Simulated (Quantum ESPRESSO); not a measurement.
# Co5Pd3: parallel moments in the primitive cell

Wanted: the size of the moments of Co5Pd3 in the parallel state.

Method: PBE; plane waves with GBRV 1.5 PBE potentials, no spin-orbit coupling, in Quantum ESPRESSO 7.5.

## 1. The structure

It takes space group P4mm (No. 99, tetragonal). Conventional cell: a = 3.674 Å, b = 3.674 Å, c = 7.349 Å, α = 90.00°, β = 90.00°, γ = 90.00°. Co has 10 Co at 2.60 Å and 2 Pd at 2.60 Å nearest. Nearest to Co lie 8 Co at 2.60 Å and 4 Pd at 2.60 Å. Nearest to Pd lie 6 Co at 2.60 Å and 6 Pd at 2.60 Å. Nearest to Co lie 8 Pd at 2.60 Å and 4 Co at 2.60 Å. Nearest to Pd lie 8 Co at 2.60 Å and 4 Pd at 2.60 Å. Farther neighbours are not listed.

The cell was typed by rule, not taken from a database of measured structures.

## 2. Run 1 (ferro +++++)

The signs are those of the starting moments on the seeded atoms, the atoms that are given a moment.

pw.in

```
&CONTROL
  calculation = 'scf'
  prefix = 'pwscf'
  outdir = './tmp'
  pseudo_dir = './pseudo'
  disk_io = 'nowf'
/
&SYSTEM
  ibrav = 0
  celldm(1) = 8
  nat = 8
  ntyp = 2
  ecutwfc = 40
  ecutrho = 280
  nbnd = 86
  occupations = 'smearing'
  smearing = 'fd'
  degauss = 0.00367493
  nspin = 2
  starting_magnetization(1) = 0.1
  starting_magnetization(2) = 0
/
&ELECTRONS
  conv_thr = 1.6d-08
  electron_maxstep = 150
  mixing_beta = 0.3
/
ATOMIC_SPECIES
Co     58.9332 co_pbe_v1.2.uspp.F.UPF
Pd    106.4200 pd_pbe_v1.4.uspp.F.UPF
CELL_PARAMETERS alat
   0.8679453036465    0.0000000000000    0.0000000000000
   0.0000000000000    0.8679453036465    0.0000000000000
   0.0000000000000    0.0000000000000    1.7358906072930
ATOMIC_POSITIONS crystal
Co      0.0000000000    0.0000000000    0.0000000000
Co      0.5000000000    0.5000000000    0.0000000000
Co      0.5000000000    0.0000000000    0.2500000000
Co      0.0000000000    0.5000000000    0.2500000000
Pd      0.0000000000    0.0000000000    0.5000000000
Pd      0.5000000000    0.5000000000    0.5000000000
Co      0.5000000000    0.0000000000    0.7500000000
Pd      0.0000000000    0.5000000000    0.7500000000
K_POINTS automatic
9 9 5 0 0 0
```

Started as:

```console
OMP_NUM_THREADS=1 mpirun -n 4 pw.x -nk 4 -in pw.in > pw.out
```

Output:

```text
Program PWSCF v.7.5 starts

     Message from routine setup:
     using ibrav=0 with symmetry is DISCOURAGED, use correct ibrav instead

     K-points division:     npool     =       4
     Subspace diagonalization in iterative solution of the eigenvalue problem:

     G-vector sticks info
     --------------------
     sticks:   dense  smooth     PW     G-vecs:    dense   smooth      PW
     Sum        1085     609    185                53045    22919    3751

     Using Slab Decomposition

     bravais-lattice index     =            0
     lattice parameter (alat)  =       8.0000  a.u.
     unit-cell volume          =     669.5408 (a.u.)^3
     number of atoms/cell      =            8
     number of atomic types    =            2
     number of electrons       =       133.00
     number of Kohn-Sham states=           86
     kinetic-energy cutoff     =      40.0000  Ry
     charge density cutoff     =     280.0000  Ry
     scf convergence threshold =      1.6E-08
     mixing beta               =       0.3000
     number of iterations used =            8  plain     mixing
     Exchange-correlation=  SLA  PW   PBX  PBC
                           (   1   4   3   4   0   0   0)

     celldm(1)=   8.000000  celldm(2)=   0.000000  celldm(3)=   0.000000
     celldm(4)=   0.000000  celldm(5)=   0.000000  celldm(6)=   0.000000

     crystal axes: (cart. coord. in units of alat)
               a(1) = (   0.867945   0.000000   0.000000 )
               a(2) = (   0.000000   0.867945   0.000000 )
               a(3) = (   0.000000   0.000000   1.735891 )

     reciprocal axes: (cart. coord. in units 2 pi/alat)
               b(1) = (  1.152146  0.000000  0.000000 )
               b(2) = (  0.000000  1.152146  0.000000 )
               b(3) = (  0.000000  0.000000  0.576073 )

     PseudoPot. # 1 for Co read from file:
     co_pbe_v1.2.uspp.F.UPF
     Pseudo is Ultrasoft + core correction, Zval = 17.0
     Generated by new atomic code, or converted to UPF format
     Using radial grid of  863 points,  6 beta functions with:
                l(1) =   0
                l(2) =   0
                l(3) =   1
                l(4) =   1
                l(5) =   2
                l(6) =   2
     Q(r) pseudized with  8 coefficients,  rinner =    1.200   1.200   1.200
                                                       1.200   1.200

     PseudoPot. # 2 for Pd read from file:
     pd_pbe_v1.4.uspp.F.UPF
     Pseudo is Ultrasoft + core correction, Zval = 16.0
     Generated by new atomic code, or converted to UPF format
     Using radial grid of  887 points,  6 beta functions with:
                l(1) =   0
                l(2) =   0
                l(3) =   1
                l(4) =   1
                l(5) =   2
                l(6) =   2
     Q(r) pseudized with  8 coefficients,  rinner =    1.130   1.130   1.130
                                                       1.130   1.130

     atomic species   valence    mass     pseudopotential
     Co               17.00    58.93320     Co( 1.00)
     Pd               16.00   106.42000     Pd( 1.00)

     Starting magnetic structure
     atomic species   magnetization
     Co              0.100
     Pd              0.000

      8 Sym. Ops. (no inversion) found ( 4 have fractional translation)

   Cartesian axes

     site n.     atom                  positions (alat units)
         1        Co     tau(   1) = (   0.0000000   0.0000000   0.0000000  )
         2        Co     tau(   2) = (   0.4339727   0.4339727   0.0000000  )
         3        Co     tau(   3) = (   0.4339727   0.0000000   0.4339727  )
         4        Co     tau(   4) = (   0.0000000   0.4339727   0.4339727  )
         5        Pd     tau(   5) = (   0.0000000   0.0000000   0.8679453  )
         6        Pd     tau(   6) = (   0.4339727   0.4339727   0.8679453  )
         7        Co     tau(   7) = (   0.4339727   0.0000000   1.3019180  )
         8        Pd     tau(   8) = (   0.0000000   0.4339727   1.3019180  )

     number of k points=    45  Fermi-Dirac smearing, width (Ry)=  0.0037
                       cart. coord. in units 2pi/alat
        k(    1) = (   0.0000000   0.0000000   0.0000000), wk =   0.0024691
        k(    2) = (   0.0000000   0.0000000   0.1152146), wk =   0.0049383
        k(    3) = (   0.0000000   0.0000000   0.2304293), wk =   0.0049383
        k(    4) = (   0.0000000   0.1280163   0.0000000), wk =   0.0098765
        k(    5) = (   0.0000000   0.1280163   0.1152146), wk =   0.0197531
        [... 40 further k-points ...]

     Dense  grid:    53045 G-vectors     FFT dimensions: (  40,  40,  75)

     Smooth grid:    22919 G-vectors     FFT dimensions: (  30,  30,  60)

     Check: negative core charge=   -0.000030
     Generating pointlists ...
     new r_m :   0.2532 (alat units)  2.0253 (a.u.) for type    1
     new r_m :   0.2532 (alat units)  2.0253 (a.u.) for type    2

     Initial potential from superposition of free atoms

     starting charge     126.4999, renormalised to     133.0000

     negative rho (up, down):  1.193E-01 1.193E-01
     Starting wfcs are  101 randomized atomic wfcs

     Self-consistent Calculation

     iteration #  1     ecut=    40.00 Ry     beta= 0.30
     Davidson diagonalization with overlap
     ethr =  1.00E-02,  avg # of iterations =  2.6

     negative rho (up, down):  1.170E-01 1.171E-01

     total energy              =   -2067.61069373 Ry
     estimated scf accuracy    <      64.41335163 Ry

     total magnetization       =     3.87 Bohr mag/cell
     absolute magnetization    =     4.41 Bohr mag/cell

     iteration #  2     ecut=    40.00 Ry     beta= 0.30
     Davidson diagonalization with overlap
     ethr =  1.00E-02,  avg # of iterations =  5.1

     negative rho (up, down):  1.191E-01 1.192E-01

     total energy              =   -2067.43746953 Ry
     estimated scf accuracy    <     342.08288549 Ry

     total magnetization       =     3.47 Bohr mag/cell
     absolute magnetization    =     3.65 Bohr mag/cell

     iteration #  3     ecut=    40.00 Ry     beta= 0.30
     Davidson diagonalization with overlap
     ethr =  1.00E-02,  avg # of iterations =  4.5

     negative rho (up, down):  1.186E-01 1.188E-01

     total energy              =   -2084.54224476 Ry
     estimated scf accuracy    <      18.19468313 Ry

     total magnetization       =     3.39 Bohr mag/cell
     absolute magnetization    =     4.18 Bohr mag/cell

     [... further iterations left out ...]

     iteration # 24     ecut=    40.00 Ry     beta= 0.30
     Davidson diagonalization with overlap
     ethr =  1.46E-10,  avg # of iterations =  1.1

     negative rho (up, down):  1.207E-01 1.192E-01

     total energy              =   -2088.47968369 Ry
     estimated scf accuracy    <       0.00000011 Ry

     total magnetization       =    10.15 Bohr mag/cell
     absolute magnetization    =    11.19 Bohr mag/cell

     iteration # 25     ecut=    40.00 Ry     beta= 0.30
     Davidson diagonalization with overlap
     ethr =  8.36E-11,  avg # of iterations =  1.0

     negative rho (up, down):  1.207E-01 1.192E-01

     total energy              =   -2088.47968370 Ry
     estimated scf accuracy    <       0.00000003 Ry

     total magnetization       =    10.15 Bohr mag/cell
     absolute magnetization    =    11.19 Bohr mag/cell

     iteration # 26     ecut=    40.00 Ry     beta= 0.30
     Davidson diagonalization with overlap
     ethr =  2.44E-11,  avg # of iterations =  1.0

     negative rho (up, down):  1.207E-01 1.192E-01

     total energy              =   -2088.47968370 Ry
     estimated scf accuracy    <       0.00000002 Ry

     total magnetization       =    10.15 Bohr mag/cell
     absolute magnetization    =    11.19 Bohr mag/cell

     iteration # 27     ecut=    40.00 Ry     beta= 0.30
     Davidson diagonalization with overlap
     ethr =  1.24E-11,  avg # of iterations =  1.0

     negative rho (up, down):  1.207E-01 1.192E-01

     Magnetic moment per site  (integrated on atomic sphere of radius R)
     atom   1 (R=0.253)  charge= 15.7133  magn=  1.9259
     atom   2 (R=0.253)  charge= 15.7133  magn=  1.9259
     atom   3 (R=0.253)  charge= 15.7307  magn=  1.9176
     atom   4 (R=0.253)  charge= 15.7342  magn=  1.9166
     atom   5 (R=0.253)  charge= 14.1909  magn=  0.3393
     atom   6 (R=0.253)  charge= 14.1909  magn=  0.3393
     atom   7 (R=0.253)  charge= 15.7706  magn=  1.9040
     atom   8 (R=0.253)  charge= 14.1698  magn=  0.3360

     End of self-consistent calculation

     [... lines left out ...]
     the Fermi energy is    18.8540 ev

!    total energy              =   -2088.47968370 Ry
     estimated scf accuracy    <          2.6E-09 Ry
     smearing contrib. (-TS)   =      -0.00578859 Ry
     internal energy E=F+TS    =   -2088.47389511 Ry

     The total energy is F=E-TS. E is the sum of the following terms:
     one-electron contribution =    -934.03015490 Ry
     hartree contribution      =     563.24864897 Ry
     xc contribution           =    -257.61044906 Ry
     ewald contribution        =   -1460.08194013 Ry

     total magnetization       =    10.15 Bohr mag/cell
     absolute magnetization    =    11.19 Bohr mag/cell

     convergence has been achieved in  27 iterations

=------------------------------------------------------------------------------=
   JOB DONE.
=------------------------------------------------------------------------------=
```

Elapsed: 4.4 min, on 4 MPI ranks of Intel Xeon at 2.70GHz, shared host; peak memory 0.86 GiB.

Spin moment in the atom's sphere by atom:

```csv
atom,spin moment in the atom's sphere (μB)
Co1,1.93
Co2,1.93
Co3,1.92
Co4,1.92
Pd5,0.34
Pd6,0.34
Co7,1.90
Pd8,0.34
```

Read from the output:

```
smearing term TS       : 0.07876 eV
magnetization          : 10.15 μB
absolute magnetization : 11.19 μB
final state            : ferromagnetic
```

Spin density in the ac plane at fractional y = 0.000, with atoms of Co and Pd within 0.2 Å of it.

Ten even steps from '0' (0.0 e/Å³) to '9' (5.9 e/Å³), each cell a mean:
```
73100000000014
11000000000001
00000000000000
00000000000000
00000023100000
00000169410000
00000147300000
00000011100000
00000000000000
00000000000000
00000000000000
00000000000000
00000000000000
00000000000000
00000000000000
00000000000000
00000022100000
00000269510000
00000157410000
00000011100000
00000000000000
00000000000000
31000000000002
95100000000026
```
Columns run along a (3.7 Å), rows up along c (7.3 Å). Atoms in or near the plane, at fractional coordinates: Co at (0.00, 0.00), Co at (0.50, 0.25), Pd at (0.00, 0.50), Co at (0.50, 0.75).

Valence density in the ac plane at fractional y = 0.000, with atoms of Co and Pd within 0.2 Å of it. It is the smooth field of the valence electrons, not physical close to the nuclei.

Values in e/Å³, 24 rows by 14 columns, each cell a mean:
```
33 19  4  1  0  0  0  0  0  0  0  1  7 23
 8  5  1  0  0  0  0  0  0  0  0  1  2  6
 1  1  0  0  0  0  0  0  0  0  0  0  1  1
 0  0  0  0  0  1  1  2  1  1  0  0  0  0
 0  0  0  0  1  4 10 14  8  2  1  0  0  0
 0  0  0  0  1  9 28 41 23  5  1  0  0  0
 0  0  0  0  1  8 23 33 19  4  1  0  0  0
 0  0  0  0  1  2  6  8  5  1  0  0  0  0
 1  1  0  0  0  1  1  1  1  0  0  0  0  1
 3  2  1  1  0  0  0  0  0  0  0  1  1  2
 9  8  3  1  0  0  0  0  0  0  1  1  5  8
-2  8  6  2  1  0  0  0  0  0  1  2  8  6
 3  9  5  1  0  0  0  0  0  0  1  2  7  8
 8  6  2  1  0  0  0  0  0  0  0  1  3  6
 2  1  1  0  0  0  0  0  0  0  0  1  1  2
 0  0  0  0  0  1  1  2  1  1  0  0  0  0
 0  0  0  0  1  3 10 14  8  2  1  0  0  0
 0  0  0  0  1  9 28 41 23  5  1  0  0  0
 0  0  0  0  1  7 23 33 18  4  1  0  0  0
 0  0  0  0  1  2  6  8  5  1  0  0  0  0
 0  0  0  0  0  1  1  1  1  0  0  0  0  0
 2  1  1  0  0  0  0  0  0  0  0  0  1  1
14  8  2  1  0  0  0  0  0  0  0  1  3 10
41 23  5  1  0  0  0  0  0  0  0  1  9 28
```
Columns run along a (3.7 Å), rows up along c (7.3 Å). Atoms in or near the plane, at fractional coordinates: Co at (0.00, 0.00), Co at (0.50, 0.25), Pd at (0.00, 0.50), Co at (0.50, 0.75).

## 3. Run 2, typed as no spin polarisation

pw.in: that of step 2 with these lines changed.

```diff
@@ -14,3 +14,3 @@
   ecutrho = 280
-  nbnd = 86
+  nbnd = 82
   occupations = 'smearing'
@@ -18,5 +18,2 @@
   degauss = 0.00367493
-  nspin = 2
-  starting_magnetization(1) = 0.1
-  starting_magnetization(2) = 0
 /
```

Output:

```text
[banner, memory and clock lines left out]
Program PWSCF v.7.5 starts

     Message from routine setup:
     using ibrav=0 with symmetry is DISCOURAGED, use correct ibrav instead

     bravais-lattice index     =            0
     lattice parameter (alat)  =       8.0000  a.u.
     unit-cell volume          =     669.5408 (a.u.)^3
     number of atoms/cell      =            8
     number of atomic types    =            2
     number of electrons       =       133.00
     number of Kohn-Sham states=           82
     kinetic-energy cutoff     =      40.0000  Ry
     charge density cutoff     =     280.0000  Ry
     scf convergence threshold =      1.6E-08
     mixing beta               =       0.3000
     number of iterations used =            8  plain     mixing
     Exchange-correlation=  SLA  PW   PBX  PBC
                           (   1   4   3   4   0   0   0)

     celldm(1)=   8.000000  celldm(2)=   0.000000  celldm(3)=   0.000000
     celldm(4)=   0.000000  celldm(5)=   0.000000  celldm(6)=   0.000000

     crystal axes: (cart. coord. in units of alat)
               a(1) = (   0.867945   0.000000   0.000000 )
               a(2) = (   0.000000   0.867945   0.000000 )
               a(3) = (   0.000000   0.000000   1.735891 )

     reciprocal axes: (cart. coord. in units 2 pi/alat)
               b(1) = (  1.152146  0.000000  0.000000 )
               b(2) = (  0.000000  1.152146  0.000000 )
               b(3) = (  0.000000  0.000000  0.576073 )

     PseudoPot. # 1 for Co read from file:
     co_pbe_v1.2.uspp.F.UPF
     Pseudo is Ultrasoft + core correction, Zval = 17.0

     PseudoPot. # 2 for Pd read from file:
     pd_pbe_v1.4.uspp.F.UPF
     Pseudo is Ultrasoft + core correction, Zval = 16.0

     atomic species   valence    mass     pseudopotential
     Co               17.00    58.93320     Co( 1.00)
     Pd               16.00   106.42000     Pd( 1.00)

      8 Sym. Ops. (no inversion) found ( 4 have fractional translation)

   Cartesian axes

     site n.     atom                  positions (alat units)
         1        Co     tau(   1) = (   0.0000000   0.0000000   0.0000000  )
         2        Co     tau(   2) = (   0.4339727   0.4339727   0.0000000  )
         3        Co     tau(   3) = (   0.4339727   0.0000000   0.4339727  )
         4        Co     tau(   4) = (   0.0000000   0.4339727   0.4339727  )
         5        Pd     tau(   5) = (   0.0000000   0.0000000   0.8679453  )
         6        Pd     tau(   6) = (   0.4339727   0.4339727   0.8679453  )
         7        Co     tau(   7) = (   0.4339727   0.0000000   1.3019180  )
         8        Pd     tau(   8) = (   0.0000000   0.4339727   1.3019180  )

     number of k points=    45  Fermi-Dirac smearing, width (Ry)=  0.0037
                       cart. coord. in units 2pi/alat
        k(    1) = (   0.0000000   0.0000000   0.0000000), wk =   0.0049383
        k(    2) = (   0.0000000   0.0000000   0.1152146), wk =   0.0098765
        k(    3) = (   0.0000000   0.0000000   0.2304293), wk =   0.0098765
        k(    4) = (   0.0000000   0.1280163   0.0000000), wk =   0.0197531
        k(    5) = (   0.0000000   0.1280163   0.1152146), wk =   0.0395062
        [... 40 further k-points ...]

     Dense  grid:    53045 G-vectors     FFT dimensions: (  40,  40,  75)

     Smooth grid:    22919 G-vectors     FFT dimensions: (  30,  30,  60)

     Check: negative core charge=   -0.000030

     Initial potential from superposition of free atoms

     starting charge     126.4999, renormalised to     133.0000

     negative rho (up, down):  2.387E-01 0.000E+00
     Starting wfcs are  101 randomized atomic wfcs

     Self-consistent Calculation

     iteration #  1     ecut=    40.00 Ry     beta= 0.30
     Davidson diagonalization with overlap
     ethr =  1.00E-02,  avg # of iterations =  2.1

     negative rho (up, down):  2.341E-01 0.000E+00

     total energy              =   -2066.32220204 Ry
     estimated scf accuracy    <      66.89098190 Ry

     iteration #  2     ecut=    40.00 Ry     beta= 0.30
     Davidson diagonalization with overlap
     ethr =  1.00E-02,  avg # of iterations =  5.6

     negative rho (up, down):  2.383E-01 0.000E+00

     total energy              =   -2065.22478661 Ry
     estimated scf accuracy    <     388.72441431 Ry

     [... further iterations left out ...]

     iteration # 19     ecut=    40.00 Ry     beta= 0.30
     Davidson diagonalization with overlap
     ethr =  7.40E-10,  avg # of iterations =  1.0

     negative rho (up, down):  2.400E-01 0.000E+00

     total energy              =   -2088.33030367 Ry
     estimated scf accuracy    <       0.00000008 Ry

     iteration # 20     ecut=    40.00 Ry     beta= 0.30
     Davidson diagonalization with overlap
     ethr =  6.15E-11,  avg # of iterations =  1.1

     negative rho (up, down):  2.400E-01 0.000E+00

     End of self-consistent calculation

     [... lines left out ...]
     the Fermi energy is    18.5878 ev

!    total energy              =   -2088.33030366 Ry
     estimated scf accuracy    <       0.00000002 Ry
     smearing contrib. (-TS)   =      -0.01385978 Ry
     internal energy E=F+TS    =   -2088.31644388 Ry

     The total energy is F=E-TS. E is the sum of the following terms:
     one-electron contribution =    -934.36830735 Ry
     hartree contribution      =     563.27012027 Ry
     xc contribution           =    -257.13631667 Ry
     ewald contribution        =   -1460.08194013 Ry

     convergence has been achieved in  20 iterations
```

It took 1.9 min on 4 MPI ranks; peak memory 0.65 GiB.

This step gave:

```
smearing term TS : 0.1886 eV
final state      : non-magnetic (no spin polarisation)
```

## 4. The states side by side

An order is kept where moments of 0.15 μB or more survive with the typed signs; meshes match where a doubled cell samples the same k points as the first cell.

Orders:

```csv
start,final state,typed order kept,energy over the lowest (meV a seeded atom),largest site moment (μB),net moment (μB a cell of the first run),mesh matched,CPU time (s)
ferro +++++,ferromagnetic,yes,0,1.926,10.15,yes,1059
no spin polarisation,non-magnetic,-,406.5,0,0,yes,446.9
```

## 5. Results

| Property | Result |
| --- | --- |
| state found | ferromagnetic (from ferro +++++) |
| largest site moment | 1.93 μB |
| state without moments | 406 meV a seeded atom higher |

In words: No opposed start was run, so this says nothing of the order that the crystal takes. The cell was built by rule and the atoms were not relaxed, which can move these energies.

[Logs and program files are shortened in this print: banners, set-up blocks, solver, clock and traceback lines can be left out without a mark of their own.]

[Logs are printed without paths, hosts, clocks, repeated set-up lines and the standing remarks that a program may print on its own settings, such as how far it seeks lower states.]

[Hosts, paths, dates, database ids (printed as entryN), source tags and the programs' standing remarks are cut or masked in the printed files.]

[Where a cell is said to come from a database of computed structures, the database is the Materials Project.]
